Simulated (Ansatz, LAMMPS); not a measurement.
## Molecular dynamics of glassy 55SiO2-6Al2O3-16MgO-16BaO-6Sc2O3 (mol %) (143 atoms)

How do the atoms of glassy 55SiO2-6Al2O3-16MgO-16BaO-6Sc2O3 (mol %) (143 atoms) move, and what local order do they keep?

Main program and level: Ansatz 0.2.0; Kohn-Sham DFT, PBE, PAW (set soft_2), plane waves.

**1. The starting structure**

The cell holds 143 atoms: 27 Si, 6 Al, 8 Mg, 8 Ba, 6 Sc and 88 O. Cell: a = 12.688 Å, b = 12.688 Å, c = 12.688 Å, α = 90.0°, β = 90.0°, γ = 90.0°. 143 atoms (27 Si, 6 Al, 8 Mg, 8 Ba, 6 Sc, 88 O) placed at random at 3.13 g/cm³, melted at 4000 K for 10 ps at fixed volume with the Morse and Coulomb pair potential with partial charges (Pedone, Malavasi, Menziani, Cormack and Segre, J. Phys. Chem. B 110, 11780 (2006)). Quenched from 4000 K to 300 K at 25 K/ps and fixed volume, held 10 ps at zero pressure, then minimised at fixed cell.

Limits known from the start: The quench rate of 25 K/ps is many orders above laboratory rates, so the cell is likely richer in defects and strain than a real sample. The network of bonds at the start is that of the classical potential that made the cell. Sampling is at Γ alone, for a cell whose shortest periodic width is 13 Å. No spin–orbit coupling is included, so levels derived from the heavy atoms are approximate.

**2. Dynamics started at 300 K**

Without a thermostat the total energy must stay constant, which tests forces and time step. The time step is 1.0 fs.

input.yaml reads:

```yaml
crystal:
  lattice:
    - [12.68847, 0.0, 0.0]
    - [0.0, 12.68847, 0.0]
    - [0.0, 0.0, 12.68847]
  atoms:
    - { symbol: Si, position: [0.97588, 0.86397, 0.00876] }
    - { symbol: Si, position: [0.92885, 0.95195, 0.23444] }
    - { symbol: Si, position: [0.40447, 0.95801, 0.7657] }
    - { symbol: Si, position: [0.29154, 0.5776, 0.99319] }
    [... 133 atom lines left out ...]
    - { symbol: O, position: [0.24809, 0.46081, 0.00278] }
    - { symbol: O, position: [0.90346, 0.41552, 0.8905] }
    - { symbol: O, position: [0.31351, 0.91946, 0.68687] }
    - { symbol: O, position: [0.30797, 0.78642, 0.33467] }
    - { symbol: O, position: [0.1616, 0.20232, 0.45305] }
    - { symbol: O, position: [0.06613, 0.241, 0.24882] }
kpoints:
  mp_grid: { grid: [1, 1, 1] }
hamiltonian:
  xc: pbe
scf:
  occupations: { method: fixed }
output:
  forces: true
md:
  timestep: 1.0
  n_steps: 76
  ensemble: nve
  temperature: 300
  initial_velocities: maxwell_boltzmann
  seed: 7393
```

Started as:

```bash
$ ansatz run input.yaml --threads 4 --pin off --max-ram 8192MiB --backend cpu --events-out ev --progress --plain --runs-dir out
```

Run time: 8 min. Hardware: 4 threads of AMD EPYC 9R45, shared host; peak memory 3.5 GiB.

The program notes that it switched symmetry off.

Rows from the run:

| time (fs) | T (K) | potential (meV/atom) | conserved (meV/atom) |
| --- | --- | --- | --- |
| 0.0 | 300 | 0.0 | 0.00 |
| 5.0 | 338 | -4.9 | -0.04 |
| 10.0 | 391 | -11.8 | -0.08 |
| 15.0 | 353 | -6.9 | -0.03 |
| 20.0 | 324 | -3.1 | -0.02 |
| 25.0 | 328 | -3.6 | -0.06 |
| 30.0 | 281 | 2.4 | -0.03 |
| 35.0 | 262 | 4.9 | 0.00 |
| 41.0 | 355 | -7.2 | -0.07 |
| 46.0 | 375 | -9.6 | -0.07 |
| 51.0 | 327 | -3.5 | -0.02 |
| 56.0 | 321 | -2.7 | -0.03 |
| 61.0 | 349 | -6.4 | -0.05 |
| 66.0 | 358 | -7.4 | -0.05 |
| 71.0 | 360 | -7.7 | -0.05 |
| 76.0 | 352 | -6.7 | -0.04 |

Mean square displacement from the first frame to the last: Si 0.019 Å², Al 0.025 Å², Mg 0.025 Å², Ba 0.032 Å², Sc 0.024 Å², O 0.043 Å².

Table of mean square displacement by time lag:

| time lag (fs) | Al (Å²) | Ba (Å²) | Mg (Å²) | O (Å²) | Sc (Å²) | Si (Å²) |
| --- | --- | --- | --- | --- | --- | --- |
| 1.0 | 2.8e-5 | 6.8e-6 | 1.8e-5 | 5.4e-5 | 1.4e-5 | 3.1e-5 |
| 4.0 | 4.5e-4 | 1.1e-4 | 2.8e-4 | 8.6e-4 | 2.2e-4 | 4.9e-4 |
| 5.0 | 7.0e-4 | 1.7e-4 | 4.4e-4 | 0.00133 | 3.4e-4 | 7.6e-4 |
| 8.0 | 0.00176 | 4.3e-4 | 0.00111 | 0.00327 | 8.5e-4 | 0.00187 |
| 11.0 | 0.00323 | 8.1e-4 | 0.00203 | 0.00582 | 0.00157 | 0.00330 |
| 14.0 | 0.00503 | 0.00131 | 0.00318 | 0.00872 | 0.00247 | 0.00489 |
| 16.0 | 0.00635 | 0.00171 | 0.00404 | 0.0107 | 0.00317 | 0.00596 |
| 19.0 | 0.00844 | 0.00240 | 0.00544 | 0.0137 | 0.00433 | 0.00747 |
| 22.0 | 0.0106 | 0.00321 | 0.00693 | 0.0165 | 0.00561 | 0.00879 |
| 24.0 | 0.0119 | 0.00381 | 0.00797 | 0.0182 | 0.00652 | 0.00954 |
| 27.0 | 0.0138 | 0.00480 | 0.00955 | 0.0207 | 0.00794 | 0.0104 |
| 30.0 | 0.0155 | 0.00590 | 0.0112 | 0.0229 | 0.00939 | 0.0111 |
| 33.0 | 0.0169 | 0.00710 | 0.0128 | 0.0250 | 0.0109 | 0.0116 |
| 34.0 | 0.0173 | 0.00753 | 0.0133 | 0.0257 | 0.0113 | 0.0118 |
| 38.0 | 0.0185 | 0.00934 | 0.0154 | 0.0283 | 0.0132 | 0.0123 |

Over the second half of 76 fs the temperature averages 348 K with swings of 19 K r.m.s. The conserved energy stays within 0.08 meV/atom. From first frame to last O has the largest mean square displacement, 0.043 Å² at the end; the farthest move is 0.47 Å. The mean temperature of 348 K lies well off the 300 K of the input: without a thermostat, the energy that the start releases heats the cell. The count of bonds goes from 260 in the first frame to 260 in the last, by one set of cutoffs: 2 pairs passed out of them and 2 came within. The run spans 0.08 ps, too short for its means to be equilibrium values.

**3. Local order late in the run**

The g(r) is a mean over the second half; what follows it is taken at the last frame.

Density 3.16 g/cm³, 14.29 Å³ an atom.

Mean of 14 frames. g(r), total and by pair (bins of 0.2 Å):

```
r (Å)  total   O-O   O-Si  O-Ba  O-Mg  O-Al  O-Sc
 1.50   0.60  0.00   2.57  0.00  0.00  0.00  0.00
 1.70   2.86  0.00  10.93  0.00  0.00  6.16  0.00
 1.90   0.59  0.00   0.14  0.00  2.58  5.15  2.16
 2.10   0.74  0.00   0.00  0.00  6.48  0.10  5.73
 2.30   0.18  0.03   0.00  0.00  0.90  0.12  1.96
 2.50   0.54  1.27   0.00  0.39  0.04  0.55  0.00
 2.70   1.67  3.69   0.01  3.20  0.06  0.00  0.21
 2.90   0.96  1.48   0.11  2.80  0.29  0.19  0.20
 3.10   0.92  1.07   0.27  1.11  0.28  0.61  0.71
 3.30   0.93  0.99   0.65  0.88  0.44  0.67  0.19
 3.50   0.96  0.72   1.04  0.34  0.74  1.28  0.46
 3.70   0.96  0.80   1.16  0.70  1.32  1.13  0.90
 3.90   0.99  0.68   1.32  0.74  1.27  1.24  1.43
 4.10   1.19  0.66   1.96  1.03  1.52  1.39  1.48
 4.30   1.16  0.66   1.82  0.74  1.15  2.08  1.66
 4.50   0.98  0.83   1.04  0.91  1.50  1.23  1.55
 4.70   1.04  1.11   0.92  1.15  1.19  0.98  1.33
 4.90   0.94  1.20   0.58  1.29  0.87  0.61  1.12
 5.10   0.98  1.29   0.63  1.22  0.72  0.76  0.71
 5.30   1.04  1.25   0.80  1.49  0.73  0.46  0.67
 5.50   0.96  1.19   0.87  0.87  0.79  0.88  0.49
 5.70   1.01  1.11   0.89  0.95  0.78  0.97  0.85
 5.90   0.92  0.92   1.05  0.88  0.73  0.77  0.79
 6.10   0.97  0.85   1.15  0.76  0.97  1.36  1.06
```

Bonds by pair of elements; cutoffs follow the first minimum of g(r), held within bounds set by covalent radii, and pairs that aren't listed don't count as bonded:

| pair A-B | cutoff (Å) | bonds | mean length (Å) | spread (Å) | shortest (Å) | B about A | A about B |
| --- | --- | --- | --- | --- | --- | --- | --- |
| O-Si | 2.16 | 108 | 1.64 | 0.056 | 1.54 | 1.23 | 4 |
| O-Ba | 3.48 | 61 | 2.92 | 0.229 | 2.56 | 0.693 | 7.62 |
| O-Mg | 2.58 | 37 | 2.09 | 0.12 | 1.89 | 0.42 | 4.62 |
| O-Al | 2.23 | 25 | 1.81 | 0.087 | 1.69 | 0.284 | 4.17 |
| O-Sc | 2.76 | 29 | 2.10 | 0.171 | 1.85 | 0.33 | 4.83 |

How many atoms have how many bonded neighbours:

```csv
element,mean,2,3,4,5,6,7,8,9
Al,4.17,0,0,5,1,0,0,0,0
Ba,7.62,0,0,0,0,1,2,4,1
Mg,4.62,0,0,3,5,0,0,0,0
O,2.96,21,52,13,2,0,0,0,0
Sc,4.83,0,0,2,3,1,0,0,0
Si,4,0,0,27,0,0,0,0,0
```

Bond angles, per cent of each kind in bins of 5°:

```csv
angle (°),O-Si-O,Ba-O-Si,O-Mg-O,O-Sc-O
65–70,0.0,0.0,1.5,1.8
70–75,0.0,0.0,4.4,7.0
75–80,0.0,1.5,7.3,5.3
80–85,0.0,4.3,5.9,8.8
85–90,0.0,4.3,5.9,10.5
90–95,1.8,13.0,16.2,7.0
95–100,6.2,10.1,4.4,10.5
100–105,18.5,14.5,10.3,10.5
105–110,30.9,4.3,5.9,3.5
110–115,24.1,5.8,8.8,7.0
115–120,10.5,20.3,8.8,3.5
120–125,6.8,4.3,1.5,5.3
125–130,1.2,4.3,2.9,3.5
130–135,0.0,5.8,2.9,1.8
135–140,0.0,4.3,1.5,0.0
140–145,0.0,1.5,0.0,5.3
145–150,0.0,0.0,1.5,1.8
150–155,0.0,0.0,1.5,0.0
155–160,0.0,1.5,2.9,1.8
160–165,0.0,0.0,1.5,3.5
165–170,0.0,0.0,1.5,1.8
170–175,0.0,0.0,2.9,0.0
```

Bond angles (no mean is given where the spread exceeds 20°):

```csv
angle,count,mean (°),spread (°)
O-Si-O,162,109,6.9
Ba-O-Si,69,110,16.5
O-Mg-O,68,-,-
O-Sc-O,57,-,-
```

Oxygen atoms by the number of network formers (Si, P, Ge, B, Al, As, Ga) bound to them:

```csv
network formers bound to O,O atoms,per cent
0,1,1.1
1,44,50
2,40,45.5
3,3,3.4
```

Network units: each former by its oxygen neighbours and how many of them bridge to another former:

| former | O neighbours | bridging O | atoms |
| --- | --- | --- | --- |
| Si | 4 | 1 | 4 |
| Si | 4 | 2 | 9 |
| Si | 4 | 3 | 11 |
| Si | 4 | 4 | 3 |
| Al | 4 | 2 | 1 |
| Al | 4 | 3 | 1 |
| Al | 4 | 4 | 3 |
| Al | 5 | 5 | 1 |

Bond length by coordination (bonds to H left out):

```csv
element,coordination,atoms,mean bond length (Å)
Al,4,5,1.80
Al,5,1,1.88
Ba,6,1,2.83
Ba,7,2,2.87
Ba,8,4,2.96
Ba,9,1,2.94
Mg,4,3,2.03
Mg,5,5,2.11
O,2,21,1.68
O,3,52,2.06
O,4,13,2.35
O,5,2,2.51
Sc,4,2,2.01
Sc,5,3,2.1
Sc,6,1,2.23
```

Rings of the network by King's shortest-path rule, up to 12 atoms, one path for each pair of neighbours; H, halogens, alkali and alkaline-earth atoms are left out, and the last column divides by all other atoms, bonded or not:

| ring size (atoms) | rings | per network atom |
| --- | --- | --- |
| 4 | 4 | 0.031 |
| 6 | 3 | 0.024 |
| 8 | 12 | 0.094 |
| 10 | 17 | 0.134 |
| 12 | 18 | 0.142 |

For some of the pairs, g(r) has its first main peak near 2.7 Å (O-O), 1.6 Å (O-Si), 2.8 Å (O-Ba), 2.1 Å (O-Mg), 1.8 Å (O-Al) and 2.1 Å (O-Sc). By these cutoffs 83 % of Al atoms have 4, 50 % of Ba atoms have 8, 62 % of Mg atoms have 5 and 59 % of O atoms have 3 bonded neighbours. The O-Si-O angle averages 109° with a spread of 7°. Counting bonds to Si and Al alone, not to Sc, 46 % of the oxygens join two of these atoms and 50 % one; 3 % join three; 1 % join none. The commonest Si unit has 4 oxygens, 3 of them shared with other formers (11 of 27 atoms). Rings of 12 atoms are the most common (33 % of those counted); sizes run from 4 to 12, where the search stops.

**4. Single point at the last frame**

The last frame is solved again with fuller output, to read the electronic structure of a thermally displaced geometry.

input.yaml reads:

```yaml
crystal:
  lattice:
    - [12.68847, 0.0, 0.0]
    - [0.0, 12.68847, 0.0]
    - [0.0, 0.0, 12.68847]
  atoms:
    - { symbol: Si, position: [0.9731, 0.86484, 0.99444] }
    - { symbol: Si, position: [0.93289, 0.94518, 0.23199] }
    - { symbol: Si, position: [0.40489, 0.95294, 0.76048] }
    - { symbol: Si, position: [0.27989, 0.57955, 0.98612] }
    [... 133 atom lines left out ...]
    - { symbol: O, position: [0.22656, 0.46667, 0.99991] }
    - { symbol: O, position: [0.91024, 0.42449, 0.90769] }
    - { symbol: O, position: [0.31715, 0.91741, 0.67955] }
    - { symbol: O, position: [0.29673, 0.7711, 0.32937] }
    - { symbol: O, position: [0.16371, 0.20011, 0.43726] }
    - { symbol: O, position: [0.06825, 0.24845, 0.24489] }
kpoints:
  mp_grid: { grid: [1, 1, 1] }
hamiltonian:
  xc: pbe
scf:
  occupations: { method: fixed }
output:
  forces: true
  stress: true
  populations: true
  dos:
    method: { smearing: { sigma: 0.15 } }
    de: 0.1
    projected: { site_lists: { Al: [Al], Ba: [Ba], Mg: [Mg], O: [O], Sc: [Sc] } }
  eigenvalues: true
  write_density: true
  write_potential: true
  volumetric_format: npy
```

Run time: 18 s. Hardware: 4 threads; peak memory 3.5 GiB; 70 s of CPU time.

The run gave:

```
free energy                                      : -146312.6114 eV
free energy per atom                             : -1023.1651 eV/atom
SCF cycles                                       : 10
pressure                                         : 0.4758 GPa
r.m.s. force component                           : 0.8788 eV/Å
longest force                                    : 3.794 eV/Å
Fermi energy                                     : 5.18 eV
gap (highest filled to lowest empty level) : 3.148 eV
spilling of the projection                       : 0.01115
```

Neighbours are counted within 2.16 Å (O-Si), 3.48 Å (O-Ba), 2.58 Å (O-Mg), 2.23 Å (O-Al), 2.76 Å (O-Sc), the cutoffs taken from the dynamics.

Length of the force by element and coordination:

```csv
element,coordination,atoms,mean length of the force (eV/Å),spread,least,most
Al,all,6,1.61,0.570,0.887,2.72
Al,4,5,1.58,0.621,0.887,2.72
Al,5,1,1.73,0,1.73,1.73
Ba,all,8,0.466,0.143,0.283,0.769
Ba,6,1,0.444,0,0.444,0.444
Ba,7,2,0.505,0.0181,0.487,0.523
Ba,8,4,0.436,0.196,0.283,0.769
Ba,9,1,0.526,0,0.526,0.526
Mg,all,8,0.490,0.259,0.0599,0.785
Mg,4,3,0.301,0.175,0.0599,0.471
Mg,5,5,0.604,0.233,0.182,0.785
O,all,88,1.17,0.562,0.0827,2.83
O,2,21,1.32,0.561,0.274,2.83
O,3,52,1.11,0.551,0.0827,2.83
O,4,13,1.06,0.452,0.204,1.96
O,5,2,2.12,0.233,1.89,2.36
Sc,all,6,0.993,0.481,0.305,1.68
Sc,4,2,0.520,0.214,0.305,0.734
Sc,5,3,1.08,0.343,0.78,1.56
Sc,6,1,1.68,0,1.68,1.68
Si,all,27,2.23,0.826,0.621,3.79
```

Löwdin charges by element and coordination (they lack the spilled electrons, 0.069 e an atom on average):

| element | coordination | atoms | mean charge (e) | spread | least | most |
| --- | --- | --- | --- | --- | --- | --- |
| Al | all | 6 | 1.29 | 0.0595 | 1.19 | 1.37 |
| Al | 4 | 5 | 1.29 | 0.0643 | 1.19 | 1.37 |
| Al | 5 | 1 | 1.32 | 0 | 1.32 | 1.32 |
| Ba | all | 8 | 1.84 | 0.0113 | 1.83 | 1.86 |
| Ba | 6 | 1 | 1.83 | 0 | 1.83 | 1.83 |
| Ba | 7 | 2 | 1.84 | 0.0132 | 1.83 | 1.86 |
| Ba | 8 | 4 | 1.83 | 0.0037 | 1.83 | 1.84 |
| Ba | 9 | 1 | 1.86 | 0 | 1.86 | 1.86 |
| Mg | all | 8 | 1.63 | 0.0161 | 1.61 | 1.67 |
| Mg | 4 | 3 | 1.62 | 0.0058 | 1.62 | 1.63 |
| Mg | 5 | 5 | 1.63 | 0.0195 | 1.61 | 1.67 |
| O | all | 88 | -0.888 | 0.0997 | -1.13 | -0.715 |
| O | 2 | 21 | -0.804 | 0.0531 | -1.00 | -0.715 |
| O | 3 | 52 | -0.896 | 0.0869 | -1.05 | -0.737 |
| O | 4 | 13 | -0.965 | 0.103 | -1.13 | -0.794 |
| O | 5 | 2 | -1.06 | 0.0015 | -1.06 | -1.05 |
| Sc | all | 6 | 1.27 | 0.0131 | 1.25 | 1.29 |
| Sc | 4 | 2 | 1.26 | 0.0038 | 1.25 | 1.26 |
| Sc | 5 | 3 | 1.28 | 0.0089 | 1.27 | 1.29 |
| Sc | 6 | 1 | 1.29 | 0 | 1.29 | 1.29 |
| Si | all | 27 | 1.66 | 0.0511 | 1.53 | 1.75 |

States in the cell by windows of 1 eV, zero at the Fermi level; the larger projections on atomic orbitals stand beside the total:

| from (eV) | to (eV) | total | O p | Sc d | Ba p |
| --- | --- | --- | --- | --- | --- |
| -14 | -13 | 0.0 | 0.0 | 0.0 | 0.0 |
| -13 | -12 | 1.5 | 0.0 | 0.0 | 1.4 |
| -12 | -11 | 43.9 | 1.4 | 0.0 | 41.6 |
| -11 | -10 | 4.5 | 1.3 | 0.0 | 2.5 |
| -10 | -9 | 9.6 | 6.4 | 0.0 | 0.1 |
| -9 | -8 | 13.5 | 9.2 | 0.0 | 0.1 |
| -8 | -7 | 22.5 | 16.0 | 0.1 | 0.1 |
| -7 | -6 | 28.5 | 21.3 | 0.2 | 0.1 |
| -6 | -5 | 53.7 | 41.1 | 1.0 | 0.2 |
| -5 | -4 | 78.5 | 64.2 | 1.2 | 0.3 |
| -4 | -3 | 95.4 | 84.4 | 1.7 | 0.4 |
| -3 | -2 | 114.1 | 105.3 | 2.2 | 0.4 |
| -2 | -1 | 96.1 | 90.9 | 1.1 | 0.3 |
| -1 | 0 | 13.3 | 12.7 | 0.1 | 0.0 |
| 0 | 1 | 1.1 | 1.0 | 0.0 | 0.0 |
| 1 | 2 | 0.0 | 0.0 | 0.0 | 0.0 |
| 2 | 3 | 0.1 | 0.0 | 0.0 | 0.0 |
| 3 | 4 | 14.6 | 1.0 | 9.9 | 0.0 |
| 4 | 5 | 54.1 | 4.4 | 24.9 | 0.1 |

With fixed occupations the program's Fermi level is the highest filled level; weight inside the gap is the broadening of levels at its edges.

Between -26 and -14 eV lie 179 more states.

The stored curve holds about 755 of the 880 electrons; the rest, give or take the few that broadening carries across the Fermi level, lie in deeper levels below its range.

Not all projections were asked for or kept, so they needn't add up to the total.

The levels nearest the highest filled one (over half full), pooled over k-points and spins:

```
level less the highest filled one (eV)  occupation
                                -0.938           2
                                -0.899           2
                                -0.875           2
                                -0.814           2
                                -0.736           2
                                     0           2
                                  3.15           0
                                  3.59           0
                                  3.68           0
                                  3.69           0
                                  3.80           0
                                  3.91           0
```

Mean Löwdin charges: Al +1.29, Ba +1.84, Mg +1.63, O -0.89, Sc +1.27, Si +1.66 e (they miss 1.1 % of the electrons, so they add up to more than the cell's charge). The largest share in the top eV of filled states is O p (98 % of the projected weight), and in the lowest eV of empty states Sc d (77 % of the projected weight).

**5. Outcome**

| Item | Value |
| --- | --- |
| mean temperature, second half | 347.9 K |
| temperature swing, second half | 19.07 K |
| slope of the conserved energy against time, by least squares | -0.1226 meV/atom/ps |
| free energy per atom | -1023.1651 eV/atom |
| pressure | 0.4758 GPa |
| r.m.s. force component | 0.8788 eV/Å |
| gap (highest filled to lowest empty level) | 3.148 eV |
| wall time of the 2 DFT runs | 8.4 min |

What this shows: Over the second half of 76 fs the temperature averages 348 K with swings of 19 K r.m.s. The conserved energy stays within 0.08 meV/atom. The mean temperature of 348 K lies well off the 300 K of the input: without a thermostat, the energy that the start releases heats the cell. The count of bonds goes from 260 in the first frame to 260 in the last, by one set of cutoffs: 2 pairs passed out of them and 2 came within. The run spans 0.08 ps, too short for its means to be equilibrium values. With the cutoffs above, 83 % of Al atoms have 4, 50 % of Ba atoms have 8, 62 % of Mg atoms have 5 and 59 % of O atoms have 3 bonded neighbours. Counting bonds to Si and Al alone, not to Sc, 46 % of the oxygens join two of these atoms and 50 % one; 3 % join three; 1 % join none.

Between filled and empty levels lie 3.15 eV (at Γ alone); a semilocal functional tends to put such gaps too low. In a disordered cell it changes from sample to sample, and tail or defect levels can set it.

What to keep in mind: The network of bonds at the start is that of the classical potential that made the cell; in DFT 2 of its 260 bonded pairs passed out of the cutoffs and 2 came within them. The pressure of a single frame lacks the kinetic term, about 0.34 GPa here.

[Logs are printed without paths, hosts, clocks, repeated set-up lines and the standing remarks that a program may print on its own settings, such as how far it seeks lower states.]

[Hosts, paths, dates, database ids (printed as entryN), source tags and the programs' standing remarks are cut or masked in the printed files.]
